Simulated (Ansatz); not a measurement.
## How NaBe (hypothetical, Pm-3m) expands on warming

Wanted: α(T), C_P(T) and B(T) of NaBe (hypothetical) in the quasi-harmonic approximation. The compound is hypothetical: it was made by swapping elements on a known structure type.

Main program and level: Ansatz 0.2.0; DFT PBEsol, scalar-relativistic, plane waves, PAW.

Most raw output is cut from this account.

## 1. The structure

The structure is cubic, space group Pm-3m (No. 221). Conventional cell: a = 3.251 Å, b = 3.251 Å, c = 3.251 Å, α = 90.00°, β = 90.00°, γ = 90.00°. Nearest to Be lie 8 Na at 2.82 Å. Nearest to Na lie 8 Be at 2.82 Å. Farther neighbours are not listed.

## 2. Probe on a coarse mesh

Before spending time, one coarse run tells the gap and the pressure of the starting cell.

Contents of input.yaml:

```yaml
crystal:
  lattice:
    - [3.25061, 0.0, 0.0]
    - [0.0, 3.25061, 0.0]
    - [0.0, 0.0, 3.25061]
  atoms:
    - { symbol: Be, position: [0.5, 0.5, 0.5] }
    - { symbol: Na, position: [0.0, 0.0, 0.0] }
kpoints:
  mp_grid: { grid: [6, 6, 6] }
hamiltonian:
  xc: pbesol
scf:
  occupations: { method: gaussian, width: 0.1 }
output:
  forces: true
  stress: true
  eigenvalues: true
```

On the command line:

```console
$ ansatz run input.yaml --threads 4 --pin off --max-ram 8192MiB --backend cpu --events-out ev --progress --plain --runs-dir out
```

Run time: 1.5 s. Hardware: 4 threads of Intel Xeon Platinum 8375C at 2.90GHz (Ice Lake), shared host; peak memory 0.32 GiB.

This step gave:

| Property | Result |
| --- | --- |
| pressure | 3.167 GPa |
| volume per atom | 17.17 Å³ |
| gap on the k-mesh | 0 eV |

The start is under 3.2 GPa at this level and looks like a metal on this mesh.

## 3. Relaxation

Phonons are second derivatives about a minimum, so cell and atoms are relaxed first, inside the symmetry of the start.

input.yaml, the sections that differ from step 2:

```yaml
kpoints:
  mp_grid: { grid: [14, 14, 14] }
relax:
  adjacent_minimum: "off"
  f_tol: 0.005
  max_steps: 80
  cell: { stress_tol: 0.05 }
# crystal, hamiltonian, scf, output: as in step 2
```

It took 1.9 s on 4 threads; peak memory 0.38 GiB.

Step by step:

| step | energy less that of the first step (eV) | largest force component (eV/Å) | pressure (GPa) | volume (Å³) |
| --- | --- | --- | --- | --- |
| 1 | 0.0000 | 0.0000 | 2.95 | 34.35 |
| 2 | -0.0286 | 0.0000 | -0.05 | 37.79 |
| 3* | -0.0288 | 0.0000 | -0.04 | 37.79 |

Relaxation steps marked * repeat the geometry before them on a plane-wave basis chosen anew for their cell, so energy and pressure can jump there.

Forces are held to the 48 operations that the run works with; a distortion that breaks them can't arise in this run.

| conventional cell, symmetrised | before | after | change |
| --- | --- | --- | --- |
| a (Å) | 3.251 | 3.356 | +3.2 % |
| b (Å) | 3.251 | 3.356 | +3.2 % |
| c (Å) | 3.251 | 3.356 | +3.2 % |
| volume (Å³/atom) | 17.17 | 18.90 | +10.0 % |

The relaxed structure:

```xyz
2
Lattice="3.3559 0.0000 0.0000 0.0000 3.3559 0.0000 0.0000 0.0000 3.3559" Properties=species:S:1:pos:R:3 pbc="T T T"
Be    1.6779    1.6779    1.6779
Na    0.0000    0.0000    0.0000
```

Numbers from this step:

* pressure: -0.04165 GPa
* volume per atom: 18.90 Å³

The relaxation ends with a pressure of -0.04 GPa.

## 4. A second relaxation

The relaxation is run once more from where the first one ended, as the script does after a large change of volume or of the gap, with mesh and occupations reviewed.

input.yaml, the sections that differ from step 3:

```yaml
crystal:
  lattice:
    - [3.3558860613, 0.0, 0.0]
    - [0.0, 3.3558860613, 0.0]
    - [0.0, 0.0, 3.3558860613]
  atoms:
    - { symbol: Be, position: [0.5, 0.5, 0.5] }
    - { symbol: Na, position: [0.0, 0.0, 0.0] }
kpoints:
  mp_grid: { grid: [12, 12, 12] }
# hamiltonian, scf, output, relax: as in step 3
```

It took 0.98 s on 4 threads; peak memory 0.39 GiB; 3.1 s of CPU time.

Little changed from the start: no atom moved by 0.005 Å and no cell edge by 0.1 %.

This step gave:

```
pressure : -0.02747 GPa
```

## 5. Tight relaxation

The relaxation is repeated with tighter thresholds on force and stress, since phonons are sensitive to what is left; a change of mesh or smearing in the input moves the cell too.

input.yaml, the sections that differ from step 4:

```yaml
scf:
  occupations: { method: methfessel_paxton, width: 0.15 }
relax:
  adjacent_minimum: "off"
  f_tol: 0.001
  max_steps: 60
  cell: { stress_tol: 0.01 }
# crystal, kpoints, hamiltonian, output: as in step 4
```

Run time: 1.4 s. Hardware: 4 threads; peak memory 0.39 GiB.

Little changed from the start: no atom moved by 0.005 Å and no cell edge by 0.1 %.

This step gave:

```
pressure        : -0.001563 GPa
volume per atom : 18.87 Å³
```

The residual pressure is -0.0016 GPa, small enough for phonons.

## 6. Phonons on strained cells, q-mesh 2×2×2

Thermal expansion follows from how the free energy of the vibrations (and of the electrons in a metal) changes with strain, so the program makes strained cells, their phonons and a fit in one run.

input.yaml, the sections that differ from step 5:

```yaml
crystal:
  lattice:
    - [3.3544755195, 0.0, 0.0]
    - [0.0, 3.3544755195, 0.0]
    - [0.0, 0.0, 3.3544755195]
  atoms:
    - { symbol: Be, position: [0.5, 0.5, 0.5] }
    - { symbol: Na, position: [0.0, 0.0, 0.0] }
output:
  eigenvalues: true
phonons:
  method: dfpt
  qmesh: [2, 2, 2]
  temperatures: { t_max: 600.0, t_step: 50 }
  thermal_expansion: {}
# kpoints, hamiltonian, scf: as in step 5
# relax: removed
```

It took 32 s on 4 threads; peak memory 0.72 GiB; 1.9 min of CPU time.

The run ended with an error.

The program's message: “vibrations stand at or below zero in cell 4 (1.500 modes a cell, the lowest at -187.0 cm⁻¹): the crystal is at no minimum there, or its k-points are too few: type the crystal that it becomes, another …”

## 7. The quasi-harmonic study, q-mesh 4×4×4

The study relaxes the crystal at several strains, solves the phonons on some of them and minimises the free energy at each temperature (static energy, vibrations, the electrons in a metal, and PV under a set pressure); the q-mesh sets how far the force constants reach.

Edit input.yaml of step 6 so:

```diff
@@ -18,3 +18,3 @@
   method: dfpt
-  qmesh: [2, 2, 2]
+  qmesh: [4, 4, 4]
   temperatures: { t_max: 600.0, t_step: 50 }
```

The job ended after 2.4 min (4 threads; peak memory 1.2 GiB; 9.3 min of CPU time).

The run ended with an error.

The program's message: “vibrations stand at or below zero in cell 4 (0.938 modes a cell, the lowest at -187.0 cm⁻¹): the crystal is at no minimum there, or its k-points are too few: type the crystal that it becomes, another …”

## 8. Phonons of the refused cell

The study refused this cell, so its phonons are run alone to see which modes are imaginary.

input.yaml, the sections that differ from step 7:

```yaml
phonons:
  method: dfpt
  qmesh: [4, 4, 4]
  temperatures: { t_max: 1000, t_step: 50 }
  qpath:
    path:
      - [[0.0, 0.0, 0.0], [0.0, 0.5, 0.0], [0.5, 0.5, 0.0], [0.0, 0.0, 0.0], [0.5, 0.5, 0.5], [0.0, 0.5, 0.0]]
      - [[0.5, 0.5, 0.5], [0.5, 0.5, 0.0]]
    npoints: 10
# crystal, kpoints, hamiltonian, scf, output: as in step 7
```

Elapsed: 71 s, on 4 threads; peak memory 1.1 GiB.

This step gave:

* Γ frequencies: 0, 0, 0, 304.3, 304.3, 304.3 cm⁻¹ (negative: imaginary)
* lowest frequency on the path: -187.0 cm⁻¹
* point group: m-3m
* highest frequency: 314.7 cm⁻¹

No LO-TO term. The phonon branches at the labelled points (cm⁻¹):

| point | branch 1 | branch 2 | branch 3 | branch 4 | branch 5 | branch 6 |
| --- | --- | --- | --- | --- | --- | --- |
| Γ | 0 | 0 | 0 | 304 | 304 | 304 |
| halfway | 12 | 109 | 109 | 238 | 296 | 296 |
| X | -93 | 159 | 159 | 199 | 286 | 286 |
| halfway | -160 | 48 | 155 | 226 | 260 | 299 |
| M | -187 | -187 | 151 | 257 | 257 | 315 |
| halfway | -114 | 134 | 166 | 186 | 265 | 297 |
| Γ | 0 | 0 | 0 | 304 | 304 | 304 |
| halfway | 42 | 42 | 130 | 233 | 244 | 244 |
| R | -23 | -23 | -23 | 205 | 205 | 205 |
| halfway | -156 | 79 | 172 | 184 | 223 | 260 |
| X | -93 | 159 | 159 | 199 | 286 | 286 |
| jump to R | -23 | -23 | -23 | 205 | 205 | 205 |
| halfway | -138 | -138 | 181 | 190 | 240 | 240 |
| M | -187 | -187 | 151 | 257 | 257 | 315 |

Tetrahedra on 20 20 20, mean over bins of 5 cm⁻¹. Table of phonon density of states by wavenumber; read off at these points:

| wavenumber (cm⁻¹) | phonon density of states (1/cm⁻¹/cell) |
| --- | --- |
| -188 | 2.8e-4 |
| -172 | 0.00704 |
| -162 | 0.0108 |
| -152 | 0.0151 |
| -148 | 0.0144 |
| -132 | 0.0125 |
| -118 | 0.0108 |
| -108 | 0.00996 |
| -92 | 0.00834 |
| -78 | 0.00637 |
| -62 | 0.00562 |
| -52 | 0.00446 |
| -38 | 0.00321 |
| -22 | 0.00241 |
| -12 | 0.00184 |
| 2 | 0.00166 |
| 18 | 0.0015 |
| 32 | 0.0018 |
| 42 | 0.00197 |
| 58 | 0.00282 |
| 72 | 0.00404 |
| 88 | 0.00618 |
| 98 | 0.00749 |
| 112 | 0.00886 |
| 128 | 0.0106 |
| 142 | 0.0110 |
| 152 | 0.0317 |
| 158 | 0.0409 |
| 168 | 0.0288 |
| 182 | 0.00109 |
| 192 | 0.0169 |
| 208 | 0.0198 |
| 222 | 0.0230 |
| 238 | 0.0248 |
| 248 | 0.0278 |
| 258 | 0.0415 |
| 262 | 0.0268 |
| 278 | 0.0232 |
| 288 | 0.0379 |
| 292 | 0.0360 |
| 302 | 0.0101 |
| 318 | 0 |

No LO-TO term. The modes at Γ (shares of kinetic energy by element, %):

| mode | frequency (cm⁻¹) | symmetry | Be % | Na % |
| --- | --- | --- | --- | --- |
| 1 | 0.0 | T1u | 28 | 72 |
| 2 | 0.0 | T1u | 28 | 72 |
| 3 | 0.0 | T1u | 28 | 72 |
| 4 | 304.3 | T1u | 72 | 28 |
| 5 | 304.3 | T1u | 72 | 28 |
| 6 | 304.3 | T1u | 72 | 28 |

Displacements in mode 6 (304.3 cm⁻¹), the largest set to 1:
```
Be1  0.00 -0.34  1.00
Na2  0.00  0.13 -0.39
```

Lowest modes at the softest wavevector of the mesh; phase exp(i q.(R + tau)). Modes at q = (0.500, 0.500, 0.000), with each element's share of the kinetic energy (negative means imaginary):

| mode | frequency (cm⁻¹) | Be % | Na % |
| --- | --- | --- | --- |
| 1 | -187.0 | 75 | 25 |
| 2 | -187.0 | 75 | 25 |
| 3 | 151.2 | 0 | 100 |
| 4 | 257.3 | 25 | 75 |
| 5 | 257.3 | 25 | 75 |
| 6 | 314.7 | 100 | 0 |

Displacements in mode 2 (-187.0 cm⁻¹), the largest set to 1, in the home cell:
```
Be1  0.00 -1.00  0.00
Na2 -0.36  0.00  0.00
```

Displacements in mode 4 (257.3 cm⁻¹), the largest set to 1, in the home cell:
```
Be1  0.24 -0.93  0.00
Na2  1.00 -0.26  0.00
```

The modes has structure finer than the step of the table below, so its rows give means over 10 cm⁻¹, whole bins alone (the curve runs from -196 to 334 cm⁻¹). Peaks (cm⁻¹: height): Be -146.0: 0.0110, 260.3: 0.0177, 293.6: 0.0278; Na -146.0: 0.00388, 157.0: 0.0308, 257.0: 0.0207.

Phonopy on the run's constants, 17x17x17 mesh, Gaussian sigma 3.8 cm⁻¹. Table of modes by wavenumber; means over each step; values in 1/cm⁻¹/cell:

| wavenumber (cm⁻¹) | Be | Na |
| --- | --- | --- |
| -190 | 6.2e-4 | 2.1e-4 |
| -180 | 0.00326 | 0.00113 |
| -170 | 0.00625 | 0.00218 |
| -160 | 0.00950 | 0.00329 |
| -150 | 0.0104 | 0.00366 |
| -140 | 0.0101 | 0.00362 |
| -130 | 0.00887 | 0.00326 |
| -120 | 0.00863 | 0.00323 |
| -110 | 0.00606 | 0.00230 |
| -100 | 0.00701 | 0.00281 |
| -90 | 0.00554 | 0.00261 |
| -80 | 0.00520 | 0.00235 |
| -70 | 0.00459 | 0.00259 |
| -60 | 0.00285 | 0.00167 |
| -50 | 0.00256 | 0.00177 |
| -40 | 0.00158 | 0.00126 |
| -30 | 0.00113 | 0.00107 |
| -20 | 5.6e-4 | 7.1e-4 |
| -10 | 4.4e-4 | 2.8e-4 |
| 0 | 6.3e-4 | 3.3e-4 |
| 10 | 8.9e-4 | 5.0e-4 |
| 20 | 0.00145 | 0.00103 |
| 30 | 0.00113 | 9.1e-4 |
| 40 | 0.00134 | 0.00101 |
| 50 | 0.00135 | 9.8e-4 |
| 60 | 9.6e-4 | 0.00107 |
| 70 | 0.00127 | 0.00140 |
| 80 | 0.00233 | 0.00281 |
| 90 | 0.00416 | 0.00367 |
| 100 | 0.00413 | 0.00500 |
| 110 | 0.00357 | 0.00528 |
| 120 | 0.00304 | 0.00549 |
| 130 | 0.00313 | 0.00568 |
| 140 | 0.00370 | 0.00931 |
| 150 | 0.00446 | 0.0207 |
| 160 | 0.00346 | 0.0281 |
| 170 | 0.00289 | 0.0185 |
| 180 | 0.00217 | 0.00977 |
| 190 | 0.00438 | 0.00972 |
| 200 | 0.00521 | 0.0124 |
| 210 | 0.00730 | 0.0130 |
| 220 | 0.00953 | 0.0156 |
| 230 | 0.00873 | 0.0161 |
| 240 | 0.00971 | 0.0159 |
| 250 | 0.0131 | 0.0182 |
| 260 | 0.0166 | 0.0169 |
| 270 | 0.0140 | 0.00764 |
| 280 | 0.0228 | 0.00591 |
| 290 | 0.0264 | 0.00440 |
| 300 | 0.0170 | 0.00239 |
| 310 | 0.00366 | 2.4e-4 |
| 320 | 3.2e-4 | 9.5e-7 |

The lowest solved frequency is -187 cm⁻¹, so the cell is unstable here and gives no valid free energy.

## 9. Summary of results

| Item | Value |
| --- | --- |
| lowest frequency at the solved wavevectors | -187 cm⁻¹ |

In words: With imaginary harmonic modes at the relaxed cell the quasi-harmonic free energy is undefined, so no expansion is obtained for this phase at this level. The softest solved mode is 187i cm⁻¹ at q = (0, -0.5, -0.5), and 7 of 10 solved wavevectors carry a mode beyond 8i cm⁻¹. In a metal soft modes also hang on the k-mesh and the smearing, which were not converged here. The program warned that a few bands missed the eigensolver's threshold in at least one of the runs. The PAW files were made for PBE and are used here under another functional, for which the program regenerates the frozen cores.

[Logs are printed without paths, hosts, clocks, repeated set-up lines and the standing remarks that a program may print on its own settings, such as how far it seeks lower states.]

[Hosts, paths, dates, database ids (printed as entryN), source tags and the programs' standing remarks are cut or masked in the printed files.]

[A step with changed settings may run another functional than the one named; its input shows which.]

[Pressures of single members of a volume series are the stress at the run's cutoff; with an incomplete basis they can lie off −dE/dV of the same runs, and they are not shown converged.]
